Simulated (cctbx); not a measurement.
**What is wrong with this refinement?**

Cell a = 13.0090 Å, b = 13.0090 Å, c = 13.0090 Å, α = 90.00°, β = 90.00°, γ = 90.00°; space group Fm-3m (no. 225).

The data are simulated with cctbx, not measured: Mo Kα, λ = 0.71073 Å, to d = 0.65 Å, 80 % of the full sphere, strongest reflection 70000 counts, noise from counting, a 6 % proportional error and a noise floor of 4 counts (s.d.); no absorption.

An isotropic refinement with weights 1/σ² prints:

```text
Rint 0.051, 260 unique reflections to 0.65 A
cycle     R1     wR2    GooF  max shift (A)
   1  0.4633  0.7773  44.831   0.12023
   5  0.0157  0.0786   4.533   0.00037
final R1 0.0157 wR2 0.0786 GooF 4.534  parameters 11  data/parameter 23.6
atom        x        y        z      Ueq    occ   su(xyz)  su(Uiso or U11)
Tl1    0.00000  0.75000  0.75000   0.0101  1.000  0.00000  0.0002
Tl2    0.00000  0.00000  0.00000   0.0097  1.000  0.00000  0.0003
Er1    0.71269  0.00000  0.00000   0.0133  1.000  0.00005  0.0002
Cu1    0.32957  0.82957  0.82957   0.0171  1.000  0.00008  0.0004
Cu2    0.12196  0.62196  0.62196   0.0171  1.000  0.00008  0.0004
Cu3    0.58833  0.25026  0.08833   1.0000  1.000  0.00160  0.0413
difference map: max 3.85 min -1.11 rms 0.51
Q1    0.0000  0.0000  0.0000    4    3.85  0.00 A from Tl2
Q2    0.0000  0.2500  0.2500   24    3.72  0.00 A from Tl1
Q3    0.0000  0.0000  0.2824   24    2.21  0.06 A from Er1
Q4    0.0000  0.0000  0.5000    4    2.19  2.77 A from Er1
Q5    0.0000  0.0536  0.4464   48    1.53  2.18 A from Er1
Q6    0.1954  0.2500  0.2500   48    1.50  1.50 A from Cu1
```

Q: Accept it or mend it, and why?

Mend it. The fault: spurious atom: Cu3. Against the right model at the same level, R1 goes from 0.0079 to 0.0157 and GooF from 1.03 to 4.53, Cu3 takes U = the program's ceiling and the top difference peak, 3.9 e/Å³, lies on Tl2. A site with no density behind it hides by a very large U or drifts.

The compound is Er6Tl7Cu16. The right model at the same level gives:

```text
Rint 0.051, 260 unique reflections to 0.65 A
cycle     R1     wR2    GooF  max shift (A)
   1  0.1140  0.3073  17.619   0.03201
   2  0.0079  0.0180   1.033   0.00000
final R1 0.0079 wR2 0.0180 GooF 1.033  parameters 8  data/parameter 32.5
atom        x        y        z      Ueq    occ   su(xyz)  su(Uiso or U11)
Tl1    0.00000  0.75000  0.75000   0.0105  1.000  0.00000  0.0000
Tl2    0.00000  0.00000  0.00000   0.0101  1.000  0.00000  0.0001
Er1    0.71271  0.00000  0.00000   0.0137  1.000  0.00001  0.0001
Cu1    0.32959  0.82959  0.82959   0.0175  1.000  0.00002  0.0001
Cu2    0.12198  0.62198  0.62198   0.0175  1.000  0.00002  0.0001
difference map: max 1.09 min -0.81 rms 0.16
Q1    0.0000  0.0000  0.5000    4    1.09  2.77 A from Er1
Q2    0.0000  0.0000  0.1871   24    1.05  1.30 A from Er1
Q3    0.1931  0.2500  0.2500   48    0.71  1.49 A from Cu1
Q4    0.0610  0.0610  0.0610   32    0.61  1.37 A from Cu2
Q5    0.0000  0.0580  0.4420   48    0.56  2.15 A from Er1
Q6    0.0969  0.0969  0.2082   96    0.52  1.21 A from Cu2
```

Isotropic U is held between 0.0001 and 1 Å² by the program, and listed peak heights are interpolated, so they can pass the grid's maximum.

This is a model crystal, built by substitution and not relaxed, with assumed displacement parameters.

[Middle refinement cycles are left out of these outputs.]

[Logs are printed without paths, hosts, clocks, repeated set-up lines and the standing remarks that a program may print on its own settings, such as how far it seeks lower states.]
